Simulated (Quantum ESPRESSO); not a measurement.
# The valence band of H5C3 as photoemission sees it, part 2 of 2

Aim: the valence spectrum of H5C3 from He I to hard X-rays, and which orbitals make each feature.

Quantum ESPRESSO 7.5; DFT, LDA, plane waves, ultrasoft GBRV pseudopotentials, scalar-relativistic (the session's first sound run).

So far. Step 5 (The base run: bands): On this path the gap is indirect, 4.29 eV, with the valence top at X and the conduction bottom at Γ. The least direct gap is 4.45 eV. Step 6 (With PBEsol: self-consistent run): At this level the gap is 4.45 eV on the k-mesh of the self-consistent run, which can miss the band edges.

### 9. With PBEsol: bands

Input file bands.in:

```
&control
  calculation = 'bands'
  prefix = 'pes'
  outdir = './tmp'
  pseudo_dir = './pp'
  verbosity = 'high'
/
&system
  ibrav = 0
  nat = 32
  ntyp = 2
  ecutwfc = 40.0
  ecutrho = 200.0
  occupations = 'smearing'
  nbnd = 74
  smearing = 'fd'
  degauss = 0.00367
/
&electrons
  conv_thr = 1.9e-07
  mixing_beta = 0.5
  electron_maxstep = 120
  diago_full_acc = .true.
/
ATOMIC_SPECIES
C 12.0110 c_pbesol_v1.2.uspp.F.UPF
H 1.0080 h_pbesol_v1.4.uspp.F.UPF
CELL_PARAMETERS angstrom
 6.338450000 0.000000000 0.000000000
 3.038824015 5.628896065 0.000000000
 2.452150157 0.255178670 7.080709641
ATOMIC_POSITIONS crystal
C 0.571000000 0.585800000 0.753600000
C 0.429000000 0.414200000 0.246400000
C 0.489800000 0.834800000 0.798000000
C 0.510200000 0.165200000 0.202000000
C 0.687900000 0.914600000 0.684800000
C 0.312100000 0.085400000 0.315200000
C 0.931200000 0.763900000 0.736400000
C 0.068800000 0.236100000 0.263600000
[... 20 atom lines left out ...]
H 0.183000000 0.377600000 0.771400000
H 0.817000000 0.622400000 0.228600000
H 0.893600000 0.234800000 0.780200000
H 0.106400000 0.765200000 0.219800000
K_POINTS crystal
60
 0.00000000 0.00000000 0.00000000 1
 0.00000000 0.00000000 -0.06250000 1
 0.00000000 0.00000000 -0.12500000 1
 0.00000000 0.00000000 -0.18750000 1
 0.00000000 0.00000000 -0.25000000 1
 0.00000000 0.00000000 -0.31250000 1
 ! [... 52 more points ...]
 0.00000000 -0.43750000 -0.43750000 1
 0.00000000 -0.50000000 -0.50000000 1
```

Started as:

```sh
> OMP_NUM_THREADS=1 mpirun -n 4 pw.x -nk 4 -in bands.in > bands.out
```

The job ended after 3.1 min (4 MPI ranks of Arm Neoverse V1, shared host).

Numbers from this step:

| Property | Result |
| --- | --- |
| gap on the path | 4.448 eV |
| least direct gap on the path | 4.575 eV |
| valence top on path | 4.00e-4 eV |

Electronic bands along the path, in eV, zero at the valence-band maximum; v1 is the highest filled band, c1 the lowest empty one:

| point | v4 | v3 | v2 | v1 | c1 | c2 | c3 | c4 |
| --- | --- | --- | --- | --- | --- | --- | --- | --- |
| Γ | -1.67 | -1.58 | -0.31 | -0.27 | 4.45 | 4.89 | 4.99 | 5.76 |
| halfway | -1.67 | -1.61 | -0.50 | -0.09 | 4.52 | 4.86 | 5.03 | 5.42 |
| X | -1.65 | -1.64 | -0.59 | 0.00 | 4.69 | 4.71 | 5.09 | 5.23 |
| jump to Y | -1.75 | -1.74 | -0.36 | -0.32 | 4.87 | 4.89 | 5.80 | 6.06 |
| halfway | -1.74 | -1.68 | -0.34 | -0.30 | 4.65 | 4.91 | 5.29 | 5.97 |
| Γ | -1.67 | -1.58 | -0.31 | -0.27 | 4.45 | 4.89 | 4.99 | 5.76 |
| halfway | -1.69 | -1.64 | -0.41 | -0.10 | 4.58 | 4.89 | 5.31 | 5.86 |
| Z | -1.79 | -1.65 | -0.42 | -0.01 | 4.57 | 5.04 | 5.73 | 6.04 |
| jump to R | -1.65 | -1.58 | -0.32 | -0.25 | 4.83 | 5.05 | 5.60 | 5.88 |
| halfway | -1.65 | -1.58 | -0.34 | -0.24 | 4.61 | 4.86 | 5.32 | 6.18 |
| Γ | -1.67 | -1.58 | -0.31 | -0.27 | 4.45 | 4.89 | 4.99 | 5.76 |
| halfway | -1.64 | -1.57 | -0.40 | -0.14 | 4.58 | 5.06 | 5.34 | 5.91 |
| T | -1.63 | -1.57 | -0.40 | -0.12 | 4.74 | 5.30 | 5.85 | 5.92 |
| jump to U | -1.75 | -1.70 | -0.24 | -0.16 | 4.60 | 4.80 | 5.96 | 6.01 |
| halfway | -1.69 | -1.66 | -0.29 | -0.21 | 4.63 | 4.77 | 5.27 | 5.84 |
| Γ | -1.67 | -1.58 | -0.31 | -0.27 | 4.45 | 4.89 | 4.99 | 5.76 |
| halfway | -1.71 | -1.70 | -0.52 | -0.13 | 4.72 | 4.86 | 5.30 | 5.90 |
| V | -1.78 | -1.71 | -0.56 | -0.07 | 4.94 | 5.11 | 5.82 | 6.13 |

Side by side:

| quantity | this run | base run | difference |
| --- | --- | --- | --- |
| gap on the path (eV) | 4.4477 | 4.2894 | 0.158 |
| least direct gap on the path (eV) | 4.5751 | 4.448 | 0.127 |

The two runs differ clearly in the gap on the path: 4.45 eV against 4.29 eV.

At this level the gap is 4.45 eV on the path.

### 10. A coarser DOS mesh: self-consistent run

This step: DFT, LDA, plane waves, ultrasoft GBRV pseudopotentials, scalar-relativistic (Quantum ESPRESSO 7.5).

A coarser mesh is cheaper; this run shows what it does to the DOS.

Input file scf.in:

```
&control
  calculation = 'scf'
  prefix = 'pes'
  outdir = './tmp'
  pseudo_dir = './pp'
  tprnfor = .true.
  tstress = .true.
/
&system
  ibrav = 0
  nat = 32
  ntyp = 2
  ecutwfc = 40.0
  ecutrho = 200.0
  occupations = 'smearing'
  nbnd = 74
  smearing = 'fd'
  degauss = 0.00367
/
&electrons
  conv_thr = 1.9e-07
  mixing_beta = 0.5
  electron_maxstep = 120
/
ATOMIC_SPECIES
C 12.0110 c_lda_v1.2.uspp.F.UPF
H 1.0080 h_lda_v1.4.uspp.F.UPF
CELL_PARAMETERS angstrom
 6.338450000 0.000000000 0.000000000
 3.038824015 5.628896065 0.000000000
 2.452150157 0.255178670 7.080709641
ATOMIC_POSITIONS crystal
C 0.571000000 0.585800000 0.753600000
C 0.429000000 0.414200000 0.246400000
C 0.489800000 0.834800000 0.798000000
C 0.510200000 0.165200000 0.202000000
C 0.687900000 0.914600000 0.684800000
C 0.312100000 0.085400000 0.315200000
C 0.931200000 0.763900000 0.736400000
C 0.068800000 0.236100000 0.263600000
[... 20 atom lines left out ...]
H 0.183000000 0.377600000 0.771400000
H 0.817000000 0.622400000 0.228600000
H 0.893600000 0.234800000 0.780200000
H 0.106400000 0.765200000 0.219800000
K_POINTS automatic
6 6 4 0 0 0
```

Started as:

```sh
> OMP_NUM_THREADS=1 mpirun -n 4 pw.x -nk 4 -in scf.in > scf.out
```

Elapsed: 3.8 min, on 4 MPI ranks; 15 min of CPU time.

Numbers from this step:

| Item | Value |
| --- | --- |
| free energy | -2196.2506 eV |
| Fermi energy | 2.229 eV |
| pressure | -0.6940 GPa |
| gap on the k-mesh | 4.290 eV |

The run ends at a pressure of -0.69 GPa, with forces up to 0.96 eV/Å.

### 11. A coarser DOS mesh: levels for the DOS

Input file nscf.in:

```
&control
  calculation = 'nscf'
  prefix = 'pes'
  outdir = './tmp'
  pseudo_dir = './pp'
  verbosity = 'high'
/
&system
  ibrav = 0
  nat = 32
  ntyp = 2
  ecutwfc = 40.0
  ecutrho = 200.0
  occupations = 'smearing'
  nbnd = 74
  smearing = 'fd'
  degauss = 0.00367
/
&electrons
  conv_thr = 1.9e-07
  mixing_beta = 0.5
  electron_maxstep = 120
  diago_full_acc = .true.
/
ATOMIC_SPECIES
C 12.0110 c_lda_v1.2.uspp.F.UPF
H 1.0080 h_lda_v1.4.uspp.F.UPF
CELL_PARAMETERS angstrom
 6.338450000 0.000000000 0.000000000
 3.038824015 5.628896065 0.000000000
 2.452150157 0.255178670 7.080709641
ATOMIC_POSITIONS crystal
C 0.571000000 0.585800000 0.753600000
C 0.429000000 0.414200000 0.246400000
C 0.489800000 0.834800000 0.798000000
C 0.510200000 0.165200000 0.202000000
C 0.687900000 0.914600000 0.684800000
C 0.312100000 0.085400000 0.315200000
C 0.931200000 0.763900000 0.736400000
C 0.068800000 0.236100000 0.263600000
[... 20 atom lines left out ...]
H 0.183000000 0.377600000 0.771400000
H 0.817000000 0.622400000 0.228600000
H 0.893600000 0.234800000 0.780200000
H 0.106400000 0.765200000 0.219800000
K_POINTS automatic
4 4 4 0 0 0
```

Started as:

```sh
> OMP_NUM_THREADS=1 mpirun -n 4 pw.x -nk 4 -in nscf.in > nscf.out
```

It took 1.7 min on 4 MPI ranks.

### 12. Projected DOS and spectra

Input file projwfc.in:

```
&projwfc
  prefix = 'pes'
  outdir = './tmp'
  filpdos = 'pes'
  ngauss = 0
  degauss = 0.00735
  DeltaE = 0.05
  Emin = -33.77
  Emax = 14.23
/
```

Started as:

```sh
> OMP_NUM_THREADS=1 mpirun -n 4 projwfc.x -nk 4 -in projwfc.in > projwfc.out
```

Elapsed: 3 s, on 4 MPI ranks.

Numbers from this step:

| Item | Value |
| --- | --- |
| gap from the DOS mesh | 4.289 eV |
| share of occupied states in no projected shell | 0.0075 of the occupied states in the window |

The DOS has structure finer than the step of the table below, so its rows give means over 1 eV, whole bins alone (the curve runs from -15.6 to 14.1 eV). Peaks (eV: height): total -15.2: 16, -12.6: 23.4, -4.4: 15.2, -2.0: 19.9; C 2p -6.6: 8.52, -4.4: 12.7, -3.7: 10.9, -2.0: 13.2; H 1s -12.7: 4.36, -6.7: 3.67, -5.1: 3.70, -2.0: 6.50; C 2s -15.2: 11.0, -12.6: 14.1, -9.5: 5.23, -9.0: 4.63.

Table of DOS by E, zero at the valence-band maximum; means over each step; values in states/eV/cell:

| E (eV) | total | C 2p | H 1s | C 2s |
| --- | --- | --- | --- | --- |
| -15 | 4.00 | 0.505 | 0.702 | 2.75 |
| -14 | 0 | 0 | 0 | 0 |
| -13 | 6.72 | 1.38 | 1.27 | 4.00 |
| -12 | 1.28 | 0.266 | 0.226 | 0.776 |
| -11 | 0 | 0 | 0 | 0 |
| -10 | 2.03 | 0.829 | 0.459 | 0.714 |
| -9 | 5.96 | 2.45 | 1.39 | 2.05 |
| -8 | 0.00872 | 0.00576 | 0.00227 | 4.6e-4 |
| -7 | 7.06 | 4.44 | 1.88 | 0.615 |
| -6 | 1.25 | 0.799 | 0.347 | 0.0853 |
| -5 | 8.57 | 5.81 | 2.24 | 0.427 |
| -4 | 11.8 | 9.27 | 2.33 | 0.145 |
| -3 | 3.30 | 2.32 | 0.927 | 0.0301 |
| -2 | 11.7 | 7.73 | 3.89 | 0.0383 |
| -1 | 0.900 | 0.717 | 0.179 | 0.00103 |
| 0 | 3.37 | 2.85 | 0.496 | 0.00557 |
| 1 | 0 | 0 | 0 | 0 |
| 2 | 0 | 0 | 0 | 0 |
| 3 | 0 | 0 | 0 | 0 |
| 4 | 0.584 | 0.360 | 0.127 | 0.0392 |
| 5 | 5.04 | 2.78 | 1.27 | 0.417 |
| 6 | 5.36 | 1.18 | 2.06 | 0.873 |
| 7 | 6.25 | 1.32 | 2.13 | 0.668 |
| 8 | 7.74 | 1.60 | 2.11 | 0.748 |
| 9 | 7.38 | 1.69 | 1.68 | 0.487 |
| 10 | 8.27 | 2.43 | 1.87 | 0.488 |
| 11 | 8.54 | 2.72 | 1.88 | 0.544 |
| 12 | 8.64 | 2.45 | 1.67 | 0.890 |
| 13 | 8.92 | 2.18 | 1.39 | 1.03 |

Maxima picked by a test of local sharpness, so broad peaks and shoulders can be missing; peaks within 0.45 eV of a curve's cut are left out. Valence peaks, by row:

| photon energy (eV) | binding energy (eV) | height (% of the maximum within 13 eV) | main shell | its share (%) |
| --- | --- | --- | --- | --- |
| 21.2 | 9.195 | 32.58 | C 2p | 64.13 |
| 21.2 | 6.695 | 51.45 | C 2p | 75.76 |
| 21.2 | 4.295 | 79.05 | C 2p | 86.56 |
| 21.2 | 3.745 | 82.41 | C 2p | 82.56 |
| 21.2 | 1.895 | 100 | C 2p | 75.16 |
| 21.2 | 0.2949 | 42.3 | C 2p | 88.75 |
| 40.8 | 15.14 | 22.29 | C 2s | 70.13 |
| 40.8 | 12.64 | 48 | C 2s | 59.25 |
| 40.8 | 9.195 | 41.63 | C 2p | 57.37 |
| 40.8 | 6.695 | 55.02 | C 2p | 80.67 |
| 40.8 | 4.345 | 84.86 | C 2p | 91.83 |
| 40.8 | 3.745 | 86.38 | C 2p | 89.63 |
| 40.8 | 1.895 | 100 | C 2p | 85.51 |
| 40.8 | 0.2949 | 45.52 | C 2p | 93.83 |
| 1487 | 15.14 | 54.67 | C 2s | 99.15 |
| 1487 | 12.64 | 100 | C 2s | 98.63 |
| 1487 | 9.345 | 47.74 | C 2s | 95.82 |
| 1487 | 6.745 | 18.21 | C 2s | 80.37 |
| 1487 | 5.145 | 14.84 | C 2s | 74.2 |
| 1487 | 1.895 | 8.262 | C 2p | 74.26 |
| 5415 | 15.14 | 54.87 | C 2s | 99.69 |
| 5415 | 12.64 | 100 | C 2s | 99.53 |
| 5415 | 9.345 | 46.81 | C 2s | 98.62 |
| 5415 | 6.745 | 15.89 | C 2s | 92.94 |
| 5415 | 5.195 | 12.48 | C 2s | 90.84 |

Spectra as before, but with a recipe of its own (widths, and in some runs the light), which changes peak heights and what is resolved: Gaussian 0.35 eV, Lorentzian 0.1 eV plus 0.03 times the binding energy, linear light, analyser at 54.7°, Fermi edge at 77 K; some photon energies differ too.

### 13. Other settings: self-consistent run

Against step 2, at the same geometry, the k-mesh changes.

This step: DFT, LDA, plane waves, ultrasoft GBRV pseudopotentials, scalar-relativistic; changed: K_POINTS = [4, 4, 3] (Quantum ESPRESSO 7.5).

Other settings are tried.

scf.in, as its differences from that of step 10:

```diff
@@ -65,2 +65,2 @@
 K_POINTS automatic
-6 6 4 0 0 0
+4 4 3 0 0 0
```

Started as:

```sh
> OMP_NUM_THREADS=1 mpirun -n 4 pw.x -nk 4 -in scf.in > scf.out
```

Elapsed: 83 s, on 4 MPI ranks; 5.5 min of CPU time.

Residual by cycle:

cycle, log10 residual and a bar from the least value:
```
        1        1.7 ##############################
        2        0.8 ##########################
        3       -0.1 #######################
        4       -1.8 ################
        5       -3.1 ###########
        6       -3.8 #########
        7       -4.9 ####
        8       -6.0
```

The run finished with changed settings (K_POINTS = [4, 4, 3]); it serves as a test.

### 14. Other settings: levels for the DOS

This step: DFT, LDA, plane waves, ultrasoft GBRV pseudopotentials, scalar-relativistic (Quantum ESPRESSO 7.5).

nscf.in, as its differences from that of step 11:

```diff
@@ -65,2 +65,2 @@
 K_POINTS automatic
-4 4 4 0 0 0
+8 8 6 0 0 0
```

Started as:

```sh
> OMP_NUM_THREADS=1 mpirun -n 4 pw.x -nk 4 -in nscf.in > nscf.out
```

Wall time 9.7 min (4 MPI ranks).

The run finished; it serves as a test, and its numbers are not taken as the result.

### 15. Projected DOS and spectra

This step: DFT, LDA, plane waves, ultrasoft GBRV pseudopotentials, scalar-relativistic; changed: K_POINTS = [4, 4, 3] (Quantum ESPRESSO 7.5).

projwfc.in is that of step 12.

Started as:

```sh
> OMP_NUM_THREADS=1 mpirun -n 4 projwfc.x -nk 4 -in projwfc.in > projwfc.out
```

The job ended after 13 s (4 MPI ranks).

The run finished with changed settings (K_POINTS = [4, 4, 3]); it serves as a test.

### 16. Summary of results

| Quantity | Value |
| --- | --- |
| least gap on the mesh and the path | 4.29 eV |
| strongest listed peak within 13 eV of the zero, at 1486.7 eV | 12.6 eV binding, mostly C 2s |
| strongest listed peak within 13 eV of the zero, at 21.2 eV | 1.9 eV binding, mostly C 2p |
| LDA | gap 4.29 eV, highest Al Kα peak within 13 eV at 12.6 eV (C 2s) |
| PBEsol | gap 4.45 eV, highest Al Kα peak within 13 eV at 12.8 eV (C 2s) |
| coarse-dos | gap 4.29 eV on a coarse mesh, an upper bound, highest Al Kα peak within 13 eV at 12.6 eV (C 2s) |

H5C3 is an insulator or semiconductor at the base level (gap 4.29 eV), and its valence spectrum changes with photon energy as the shells' cross sections do. At 21.2 eV the valence spectrum has its highest listed peaks within 10.8 eV at 0.3 eV (C 2p), 1.9 eV (C 2p), 3.8 eV (C 2p), 6.7 eV (C 2p) and 9.2 eV (C 2p). At 1486.7 eV the valence spectrum has its highest listed peaks within 13 eV at 9.2 eV (C 2s) and 12.6 eV (C 2s). The shell named is the one with most of the intensity, cross sections included, not always the one with most states there. With PBEsol, the gap moves from 4.29 to 4.45 eV. With PBEsol, the gap on the path moves from 4.29 to 4.45 eV. With coarser mesh for the DOS, the gap stays within 0.02 eV. At 21.2 eV the area is led by C 2p (74 %), at 8047.8 eV by C 2s (98 %), since cross sections fall faster with photon energy for shells of higher angular momentum. Kohn–Sham levels aren't quasiparticle energies, so peak positions are approximate. Each run has its own recipe for the spectra (widths, photon energies, in some runs the light), so peak heights and places can differ between runs for that reason too. Semilocal Kohn–Sham gaps are too small as a rule.

[Logs are printed without paths, hosts, clocks, repeated set-up lines and the standing remarks that a program may print on its own settings, such as how far it seeks lower states.]

[Hosts, paths, dates, database ids (printed as entryN), source tags and the programs' standing remarks are cut or masked in the printed files.]

[Maps of the electrostatic potential energy from Ansatz leave out the sawtooth potential of an applied field or a dipole correction, so their vacuum need not be flat; work functions include it.]

[Peak lists hold at most the 14 tallest peaks of each spectrum; further lines can be left out.]
